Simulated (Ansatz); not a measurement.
Planning a run of Ansatz 0.2.0 on GaP (zincblende (110) film, 7 layers). The input:

```yaml
crystal:
  lattice:
    - [3.8540855109, 0.0, 0.0]
    - [0.0, 5.4505, 0.0]
    - [0.0, 0.0, 46.7]
  atoms:
    - { symbol: Ga, position: [0.0, 0.0574055427, 0.387513044] }
    - { symbol: P, position: [0.5, 0.2617160879, 0.3743687915] }
    - { symbol: Ga, position: [0.5, 0.4851142704, 0.4174426372] }
    - { symbol: P, position: [0.0, 0.7319838638, 0.4190356087] }
    - { symbol: Ga, position: [0.0, -0.0107155935, 0.4597507363] }
    - { symbol: P, position: [0.5, 0.2384799374, 0.4591019747] }
    - { symbol: Ga, position: [0.5, 0.487015628, 0.5] }
    - { symbol: P, position: [0.0, 0.7350161543, 0.5] }
    - { symbol: Ga, position: [0.0, -0.0107155935, 0.5402492637] }
    - { symbol: P, position: [0.5, 0.2384799374, 0.5408980253] }
    - { symbol: Ga, position: [0.5, 0.4851142704, 0.5825573628] }
    - { symbol: P, position: [0.0, 0.7319838638, 0.5809643913] }
    - { symbol: Ga, position: [0.0, 0.0574055427, 0.612486956] }
    - { symbol: P, position: [0.5, 0.2617160879, 0.6256312085] }
  periodic: [true, true, false]
kpoints:
  mp_grid: { grid: [6, 4, 1] }
  band_path:
    path: [[0.0, 0.0, 0.0], [0.5, 0.0, 0.0], [0.5, 0.5, 0.0], [0.0, 0.5, 0.0]]
    npoints: 1
hamiltonian:
  xc: hse06
scf:
  occupations: { method: fixed }
  n_extra_bands: 8
output:
  eigenvalues: true
```

```sh
ansatz run input.yaml --threads 3 --pin off --max-ram 64512MiB --backend cuda --events-out ev --progress --plain --runs-dir out --devices 1 --max-vram 24GiB  # rebuilt from the run's record
```

Q: Estimate wall time and host memory on 1 × NVIDIA H100 80GB HBM3 (shared by 3 runs) with 3 threads of AMD EPYC 7R13 (Zen 3), shared host.

It took 85 s; on shared hardware allow 42 s to 2.8 min. Peak host memory was 2.8 GiB. The sizes that set the cost: 19215 plane waves a state, 12 irreducible k points and 18 SCF cycles.

Exact exchange couples every pair of k points and filled bands, so it costs far more than a semilocal run.

[Paths, hosts, dates, memory and timing lines, banners, echoed tables and standing remarks are left out of the program output.]

[Logs are printed without paths, hosts, clocks, repeated set-up lines and the standing remarks that a program may print on its own settings, such as how far it seeks lower states.]

[Runs of the session that timed out or met a known fault of the program may be left out.]

[Cells called generated may have been cut or substituted from an entry of the Crystallography Open Database or the Materials Project.]

[Hosts, paths, dates, database ids (printed as entryN), source tags and the programs' standing remarks are cut or masked in the printed files.]
